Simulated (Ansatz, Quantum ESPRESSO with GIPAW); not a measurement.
## KF (Carobbiite): NMR parameters from first principles

Aim: the magnetic shielding of every site in KF (Carobbiite).

Solid-state NMR of this phase has given these values. 19F isotropic shift -133.3 ppm, in “NMR parameters in alkali, alkaline earth and rare earth fluorides from first principle calculations” (2011; arXiv:1105.1645). Shifts are on the scales named with the reference lines below. The 39K shift is 22.6 ppm against aqueous K+, in “Computation of NMR Shielding Constants for Solids Using an Embedded Cluster Approach with DFT, Double-Hybrid DFT, and MP2” (2020; PMC7659039), quoting earlier work.

Main program and level: Quantum ESPRESSO with GIPAW 8.0dev (patched build); DFT, PBE, plane-wave PAW (pslibrary 1.0.0 recipes), scalar-relativistic, GIPAW; a patched development version of the program.

## Step 1: Starting point

It takes space group Fm-3m (No. 225, cubic). The conventional cell has a = 5.344 Å, b = 5.344 Å, c = 5.344 Å, α = 90.00°, β = 90.00°, γ = 90.00°. K has 6 F at 2.67 Å nearest. Nearest to F lie 6 K at 2.67 Å. Farther neighbours and most contacts between anions are not listed.

The cell is an entry of the Crystallography Open Database.

## Step 2: Self-consistent run

The shielding is a linear response of the occupied states, which this run provides. It is converged far beyond what an energy needs, since the response uses the wavefunctions themselves. No empty states are asked for: the response is solved without them. The mesh has a spacing of 0.41 Å⁻¹ at most. The PAW files were made with ld1.x from the pslibrary 1.0.0 recipes, with GIPAW reconstruction switched on (the recipe of F slightly mended, as the packaged one fails to give a sound file).

scf.in reads:

```
&control
  calculation = 'scf'
  prefix = 'x'
  outdir = './tmp/'
  pseudo_dir = './'
/
&system
  ibrav = 0
  nat = 2
  ntyp = 2
  ecutwfc = 55
  ecutrho = 330
  nbnd = 8
/
&electrons
  conv_thr = 1.0d-10
  mixing_beta = 0.7
  electron_maxstep = 100
/
ATOMIC_SPECIES
  K 39.098 K.pbe-spn-kjpaw_psl.1.0.0-gipaw.UPF
  F 18.998 F.pbe-n-kjpaw_psl.1.0.0-gipaw.UPF
CELL_PARAMETERS angstrom
  0.00000000 2.67185000 2.67185000
  2.67185000 0.00000000 2.67185000
  2.67185000 2.67185000 0.00000000
ATOMIC_POSITIONS crystal
  K 0.00000000 0.00000000 0.00000000
  F 0.50000000 0.50000000 0.50000000
K_POINTS automatic
  5 5 5 0 0 0
```

On the command line:

```bash
mpirun -np 4 pw.x -nk 4 -in scf.in > scf.out
```

Output:

```text
using ibrav=0 with symmetry is DISCOURAGED, use correct ibrav instead

     bravais-lattice index     =            0
     lattice parameter (alat)  =       7.1405  a.u.
     unit-cell volume          =     257.4322 (a.u.)^3
     number of atoms/cell      =            2
     number of atomic types    =            2
     number of electrons       =        16.00
     number of Kohn-Sham states=            8
     kinetic-energy cutoff     =      55.0000  Ry
     charge density cutoff     =     330.0000  Ry
     scf convergence threshold =      1.0E-10
     mixing beta               =       0.7000
     number of iterations used =            8  plain     mixing
     Exchange-correlation= SLA-PW-PBX-PBC
                           (   1   4   3   4   0   0   0)
[...]
K                 9.00    39.09800     K ( 1.00)
     F                 7.00    18.99800     F ( 1.00)

     48 Sym. Ops., with inversion, found
[...]
number of k points=    10
[...]
Dense  grid:    26229 G-vectors     FFT dimensions: (  45,  45,  45)

     Smooth grid:    14211 G-vectors     FFT dimensions: (  36,  36,  36)

     Check: negative core charge=   -0.000002

     Initial potential from superposition of free atoms

     starting charge      15.9812, renormalised to      16.0000
     Starting wfcs are   12 randomized atomic wfcs

     Self-consistent Calculation

     iteration #  1     ecut=    55.00 Ry     beta= 0.70
     Davidson diagonalization with overlap
     ethr =  1.00E-02,  avg # of iterations =  1.0

     total energy              =    -172.45784840 Ry
     estimated scf accuracy    <       0.31122287 Ry

     iteration #  2     ecut=    55.00 Ry     beta= 0.70
     Davidson diagonalization with overlap
     ethr =  1.95E-03,  avg # of iterations =  3.3

     total energy              =    -172.50335324 Ry
     estimated scf accuracy    <       0.54265327 Ry

     iteration #  3     ecut=    55.00 Ry     beta= 0.70
     Davidson diagonalization with overlap
     ethr =  1.95E-03,  avg # of iterations =  2.0

     total energy              =    -172.61364184 Ry
     estimated scf accuracy    <       0.00195891 Ry

[...]
total energy              =    -172.61581263 Ry
[...]
iteration # 12     ecut=    55.00 Ry     beta= 0.70
     Davidson diagonalization with overlap
     ethr =  1.11E-12,  avg # of iterations =  1.6

     total energy              =    -172.61581263 Ry
     estimated scf accuracy    <          3.1E-10 Ry

     iteration # 13     ecut=    55.00 Ry     beta= 0.70
     Davidson diagonalization with overlap
     ethr =  1.11E-12,  avg # of iterations =  2.0

     End of self-consistent calculation
     [one-electron energies left out]

!    total energy              =    -172.61581263 Ry
     total all-electron energy =     -1404.267242 Ry
     estimated scf accuracy    <          6.2E-11 Ry

     The total energy is the sum of the following terms:
     one-electron contribution =     -41.43843674 Ry
     hartree contribution      =      29.03607642 Ry
     xc contribution           =     -20.99783849 Ry
     ewald contribution        =     -72.62121304 Ry
     one-center paw contrib.   =     -66.59440078 Ry

     convergence has been achieved in  13 iterations
[...]
JOB DONE.
```

Run time: 6.1 s. Hardware: 4 MPI ranks of Intel Xeon 6975P-C (Granite Rapids), shared host; peak memory 0.41 GiB.

It converged in 13 cycles to an estimated accuracy of 6e-11 Ry, on 10 irreducible k-points.

## Step 3: Shieldings

The job finds the current that a weak uniform field induces (applied as a long wave, q_gipaw) and the field that this current makes at each nucleus. On atoms with p or d valence electrons much of the paramagnetic part arises close to the nucleus, where the PAW partial waves rebuild the true states. pawproj makes the reconstruction use the PAW data sets' own projectors.

nmr.in reads:

```
&inputgipaw
  job = 'nmr'
  prefix = 'x'
  tmp_dir = './tmp/'
  restart_mode = 'from_scratch'
  verbosity = 'low'
  q_gipaw = 0.01
  spline_ps = .true.
  conv_threshold = 1.0d-14
  use_nmr_macroscopic_shape = .false.
  pawproj(1) = .true.
  pawproj(2) = .true.
/
```

On the command line:

```bash
mpirun -np 4 gipaw.x -in nmr.in > nmr.out
```

Output:

```text
[banner, memory and clock lines left out]
[a note of our patched build left out]

     Parallelizing q-star over 1 images

     IMPORTANT: XC functional enforced from input :
     Exchange-correlation= PBE
                           (   1   4   3   4   0   0   0)
     Any further DFT definition will be discarded
     Please, verify this is what you really want

     Check: negative core charge=   -0.000002
[...]
projs nearly linearly dependent: l=0  n1,n2= 1, 2  s=  0.99585241
[...]
alpha_pv=     52.2527 eV

     spline_ps is .false., expect some extrapolation errors

     q-space interpolation up to    66.00 Rydberg

     GIPAW job: nmr
     NMR macroscopic correction: no
[...]
Computing the magnetic susceptibility     isolve=0    ethr=  0.1000E-13
     Starting from scratch
     k-point #    1 of    10      pool #  1    cpu time:       1.0
[...]
End of magnetic susceptibility calculation

     f-sum rule (1st term):
           -15.3545          0.0000         -0.0000
             0.0000        -15.3545          0.0000
             0.0000         -0.0000        -15.3545

     f-sum rule (2nd term):
            -0.4529         -0.0000         -0.0000
            -0.0000         -0.4529         -0.0000
            -0.0000         -0.0000         -0.4529

     f-sum rule (should be   -15.8037):
           -15.8074          0.0000         -0.0000
             0.0000        -15.8074          0.0000
             0.0000         -0.0000        -15.8074

[... susceptibilities left out ...]
     Contributions to the NMR chemical shifts: -------------------------------

     Macroscopic shape contribution in ppm:                    0.00
             0.0000          0.0000          0.0000
             0.0000          0.0000          0.0000
             0.0000          0.0000          0.0000

     Core contribution in ppm:

     Atom  1  K   pos: (  0.000000  0.000000  0.000000)  core sigma:        1193.41
     Atom  2  F   pos: (  0.707107  0.707107  0.707107)  core sigma:         306.42

     Bare contribution in ppm:

     Atom  1  K   pos: (  0.000000  0.000000  0.000000)  bare sigma:         118.11
[...]
Atom  2  F   pos: (  0.707107  0.707107  0.707107)  bare sigma:          83.56
[...]
Diamagnetic contribution in ppm:

     Atom  1  K   pos: (  0.000000  0.000000  0.000000)  dia sigma:          -4.08
[...]
Atom  2  F   pos: (  0.707107  0.707107  0.707107)  dia sigma:          42.91
[...]
Paramagnetic contribution in ppm:

     Atom  1  K   pos: (  0.000000  0.000000  0.000000)  para sigma:        -233.63
[...]
Atom  2  F   pos: (  0.707107  0.707107  0.707107)  para sigma:         140.12
[...]
Paramagnetic US occ-occ contribution in ppm:

     Atom  1  K   pos: (  0.000000  0.000000  0.000000)  para_oo sigma:          -1.50
[...]
Atom  2  F   pos: (  0.707107  0.707107  0.707107)  para_oo sigma:           0.89
[...]
Paramagnetic US L_R Q_R contribution in ppm:

     Atom  1  K   pos: (  0.000000  0.000000  0.000000)  para_lq sigma:         102.70
[...]
Atom  2  F   pos: (  0.707107  0.707107  0.707107)  para_lq sigma:        -315.06
[...]
Total NMR chemical shifts in ppm: ---------------------------------------
     (adopting the Simpson convention for anisotropy and asymmetry)-----------

     Atom  1  K   pos: (  0.000000  0.000000  0.000000)  Total sigma:        1175.02
          1175.0172         -0.0000          0.0000
            -0.0000       1175.0172         -0.0000
             0.0000         -0.0000       1175.0172

     K       1    anisotropy:      0.00    eta:    0.0000
[...]
Atom  2  F   pos: (  0.707107  0.707107  0.707107)  Total sigma:         258.83
           258.8342          0.0000          0.0000
             0.0000        258.8342          0.0000
             0.0000          0.0000        258.8342

     F       2    anisotropy:      0.00    eta:    0.0000
[...]
```

It took 18 s on 4 MPI ranks; peak memory 0.28 GiB; 72 s of CPU time.

The f-sum rule is met to 0.0037 of 15.8 (0.02 %). Converged shieldings require that this miss be small, but a small miss does not prove them.

From the symmetric part of each tensor, with principal values σ11 ≤ σ22 ≤ σ33: σ_iso is their mean, the span is σ33 − σ11 and the skew 3(σ_iso − σ22)/span. (gipaw.x prints an anisotropy in another convention.)

```tsv
site	atom no.	atoms in cell	σ_iso (ppm)	span (ppm)	skew
K	1	1	1175.0	0.0	-
F	2	1	258.8	0.0	-
```

The macroscopic shape term is switched off. For a spherical sample the valence susceptibility of this run would add about 8 ppm to every site, a rough estimate, since the susceptibility converges slowly and lacks part of the PAW terms. Differences within the crystal don't depend on it, but shieldings of different compounds can't be compared to better than a few ppm without it.

K and F sit on cubic site symmetry, where the tensor must be isotropic.

The quadrupolar nuclei (39K) sit on sites where the field gradient vanishes by symmetry, so they have no quadrupolar coupling.

## Step 4: From shieldings to shifts

A shielding is counted from the bare nucleus and a shift from a reference compound, with the opposite sign. A fitted line does better than one reference, as its slope takes up part of the functional's error.

Shifts follow from reference lines fitted to measured solids with this functional and these files. 19F: δ = (120.8 − σ) / 1.162, zero at CFCl3, fitted to 6 measured values, from BaF2, CdF2, LiF, MgF2, NaF and ZnF2, with a scatter of 4.6 ppm r.m.s. (this compound left out) (CaF2 fall off this line, as semilocal functionals put their cations' empty d or f shells too low, and are left out), on σ without the shape term. Kinds of site that fitted badly were split off after the misses were seen, so the scatter is that of the points kept.

Covalently bonded atoms count as neighbours within 1.18 times the sum of their radii. Otherwise a cation's neighbours lie within 1.2 times its shortest bond (1.3 for large cations, each anion's radius taken off where they differ), and an anion's are the cations that count it.

```tsv
site	atom no.	atoms in cell	surroundings	bonds (Å)	δ_iso (ppm)
K	1	1	KF6	2.672	-
F	2	1	bound to K6	2.672	-118.8
```

Simulated spectrum, 19F MAS at 62.5 kHz, 9.4 T (376.7 MHz), lines broadened by 2 ppm; rigid lattice, with dipolar and J couplings left out: a single narrow line at -118.8 ppm.

## Step 5: Cost against result

Each row names what was changed: another functional shows how far the paramagnetic term hangs on the exchange-correlation form; another cutoff tests the basis; another mesh tests the sampling of the zone.

Changes of σ_iso (ppm) against the run above (PBE, cutoffs 55 and 330 Ry, mesh 5×5×5, 96 s). Times are CPU times of pw.x and gipaw.x together, on 4 MPI ranks of Intel Xeon 6975P-C (Granite Rapids), shared host; on a shared host they are rough.

```tsv
run	CPU time	f-sum miss	K	F
LDA	91 s	0.0037	-22.2	-23.9
cutoffs 40 and 320 Ry (coarse on purpose)	77 s	0.012	-3.9	+0.2
mesh 4×4×4 (coarse on purpose)	91 s	0.0045	-0.7	-1.5
Wu-Cohen	96 s	0.0037	-3.8	-2.8
cutoffs 70 and 420 Ry	2 min	5.0e-4	+0.8	-0.1
```

The largest move is -23.9 ppm, on F, from LDA.

## Step 6: Calculated and measured

```tsv
quantity	site	measured	calculated	difference
19F isotropic shift (ppm)	F	-133.3	-118.8	+14.5
```

Without a fitted line the measured shift still tests the calculation: for an exact theory σ + δ is one number for all compounds of a nucleus, up to the shape term, which is left out of σ and differs by some ppm between compounds.

```tsv
nucleus, site	σ_iso (ppm)	measured δ (ppm)	σ + δ (ppm)	σ + δ of other compounds, same level
39K, K	1175.0	22.6	1197.6	KCl 1200.1, KBr 1201.8
```

## Step 7: Summary of results

| Property | Result |
| --- | --- |
| 19F shift | -118.8 ppm |
| 39K shielding without shape term | 1175.0 ppm |

What this shows: 19F has one site (bound to K6), with isotropic shift -118.8 ppm. For 39K, σ + δ is 1197.6 ppm here and 1201.0 ppm on average over 2 other sites: with that reference and slope one the shift would be off by +3.4 ppm. Verdict on the shifts: 19F poor, missed by 14.6 ppm at most, 3.1 times the scatter of its line. Going to cutoffs 70 and 420 Ry changes no isotropic shielding by more than 0.81 ppm, so the main run is converged in that respect. A finer mesh was not carried through on these files. The largest change with the functional is 23.9 ppm in absolute shielding; part of that drops out once each functional has its own reference line. This build of gipaw.x prints that it is not audited and that its numbers are no references by themselves. It also reports spline_ps as false although the input sets it; why was not traced.

[Banner, clock, file and message-heading lines were taken out of the pw.x and gipaw.x logs.]

[Logs are printed without paths, hosts, clocks, repeated set-up lines and the standing remarks that a program may print on its own settings, such as how far it seeks lower states.]

[Hosts, paths, dates, database ids (printed as entryN), source tags and the programs' standing remarks are cut or masked in the printed files.]

[Where no reference line passes its bar on scatter, no shift is given, so a measured shift of this compound may stand uncompared.]
